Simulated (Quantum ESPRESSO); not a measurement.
# Energy and gap at +3 % biaxial strain: 2H-CrSSe, 1 layer

How the rows were computed: Quantum ESPRESSO 7.5 driven by ASE, PBE, GBRV ultrasoft, ESM (bc1); atomic heights clamped; cell area 8.466 Å² at zero strain.

| strain (%) | energy (meV a cell) | gap on the mesh (eV) |
| --- | --- | --- |
| −3 | 83.12 | 1.014 |
| −1.5 | 19.88 | 0.928 |
| 0 | 0.00 | 0.831 |
| +1.5 | 18.87 | 0.680 |

**Question.** What are energy and gap at +3 %, and how stiff is the sheet?

By hand: About zero, E'' = (19.88 + 18.87 − 2 × 0.00)/1.5² = 17.22 meV per %² and E' = (18.87 − 19.88)/3 = −0.34 meV per %. With E = A K ε², where K = (C11 + C22)/2 + C12 (C11 + C12 for a hexagonal sheet), K = 17.22 × 10/(2 × 8.466) × 16.02 = 163 N/m. The parabola gives E(+3 %) = 0.00 + 3 × (−0.34) + 4.5 × 17.22 = 76.5 meV. Continuing the last slope, the gap is 2 × 0.680 − 0.831 = 0.529 eV.

What the calculation gave: E = 72.3 meV and the gap 0.545 eV. The parabola misses by +4.2 meV, too high, since bonds soften under tension. The gap's line misses by −0.016 eV.

**Limits.** Clamped heights stiffen sheets with several planes. Semilocal gap, no spin-orbit coupling.
